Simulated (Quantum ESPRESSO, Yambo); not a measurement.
Planning a run of Yambo 5.3.0 on Cs3Bi2Br9 (P-3m1). The input:

```
HF_and_locXC
gw0
dyson
ppa
em1d
rim_cut
RandQpts= 1000000
RandGvec= 1 RL
EXXRLvcs= 76 Ry
VXCRLvcs= 304 Ry
Chimod= "HARTREE"
% BndsRnXp
 1 | 331 |
%
NGsBlkXp= 5.5 Ry
% LongDrXp
 1 | 1 | 1 |
%
% GbndRnge
 1 | 331 |
%
DysSolver= "n"
ExtendOut
PPAPntXp= 10 eV
% QPkrange
 1 | 1 | 112 | 115 |
%
```

```sh
OMP_NUM_THREADS=2 mpirun -n 16 yambo -F gw7.in -J gw7 -C gw7 > gw7.log
```

The stored states that it reads are on a 3×3×1 mesh. It takes space group P-3m1 (No. 164, trigonal). Conventional cell: a = 7.972 Å, b = 7.972 Å, c = 9.867 Å, α = 90.00°, β = 90.00°, γ = 120.00°. Nearest to Cs lie 12 Br at 3.96 to 4.01 Å. Cs has 12 Br at 3.99 to 4.07 Å nearest. Nearest to Bi lie 6 Br at 2.71 to 2.98 Å. Nearest to Br lie 2 Bi at 2.98 Å and 4 Cs at 3.99 to 4.01 Å. Nearest to Br lie 1 Bi at 2.71 Å and 4 Cs at 3.96 to 4.07 Å. Farther neighbours and most contacts between anions are not listed.

Question: Estimate wall time and host memory on 16 MPI ranks of Arm Neoverse V2, shared host.

It took 2.8 min; on shared hardware allow 85 s to 5.7 min. Peak host memory was 30 GiB.

The screening grows as filled bands × empty bands × pairs of k points, times the square of the screening basis for the matrix.

[Paths, hosts, dates, memory and timing lines, banners, echoed tables and standing remarks are left out of the program output.]

[Logs are printed without paths, hosts, clocks, repeated set-up lines and the standing remarks that a program may print on its own settings, such as how far it seeks lower states.]

[Runs of the session that timed out or met a known fault of the program may be left out.]

[Hosts, paths, dates, database ids (printed as entryN), source tags and the programs' standing remarks are cut or masked in the printed files.]
